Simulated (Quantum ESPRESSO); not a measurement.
# Calculated records

## MnCO3 (Rhodochrosite): parallel and opposed starts

The structure is trigonal, space group R-3c (No. 167). The conventional cell has a = 4.773 Å, b = 4.773 Å, c = 15.642 Å, α = 90.00°, β = 90.00°, γ = 120.00°. Nearest to Mn lie 6 O at 2.19 Å. Nearest to C lie 3 O at 1.29 Å. Nearest to O lie 1 C at 1.29 Å and 2 Mn at 2.19 Å. Farther neighbours and most contacts between anions are not listed.

```
Mn C O
1.0
     2.38650    1.37785    5.21400
    -2.38650    1.37785    5.21400
     0.00000   -2.75569    5.21400
Mn C O
2 2 6
Direct
  0.00000 0.00000 0.00000
  0.50000 0.50000 0.50000
  0.25000 0.25000 0.25000
  0.75000 0.75000 0.75000
  0.51950 0.98050 0.25000
  0.25000 0.51950 0.98050
  0.98050 0.25000 0.51950
  0.48050 0.01950 0.75000
  0.75000 0.48050 0.01950
  0.01950 0.75000 0.48050
```

```
method                  : PBEsol with U = 4 eV on Mn d (ortho-atomic projectors); plane waves with GBRV 1.5 PBEsol potentials, no spin-orbit coupling, projections on orthogonalised atomic orbitals (and 2 further levels or steps)
program                 : Quantum ESPRESSO 7.5
settings of one run     : GBRV 1.5 PBEsol, cutoff 544.23 eV, 6×6×6 k-mesh, 54 bands, fermi-dirac occupations, smearing width 0.05 eV, collinear spin, SCF threshold 2.00e-8, Hubbard form dudarev, Hubbard projectors ortho-atomic, starting moments 4.5 -4.5 0 0 0 0 0 0 0 0 μB
cost                    : 4 runs, 3.8 min in all on 4 MPI ranks of Arm Neoverse V2, shared host (the runs of this entry)
lowest state found      : antiferromagnetic (from antiferro +-)
largest site moment     : 4.28 μB
next state with moments : ferromagnetic, 12.0 meV a seeded atom higher
```

The largest moment reads 4.28 μB in the sphere and 4.83 μB by Löwdin projection; a site moment hangs on how space is shared out. This is the lowest of 2 collinear or spinless starts, no proof of the ground state.

[Logs and program files are shortened in this print: banners, set-up blocks, solver, clock and traceback lines can be left out without a mark of their own.]

[Logs are printed without paths, hosts, clocks, repeated set-up lines and the standing remarks that a program may print on its own settings, such as how far it seeks lower states.]

[Hosts, paths, dates, database ids (printed as entryN), source tags and the programs' standing remarks are cut or masked in the printed files.]

[Where a cell is said to come from a database of computed structures, the database is the Materials Project.]
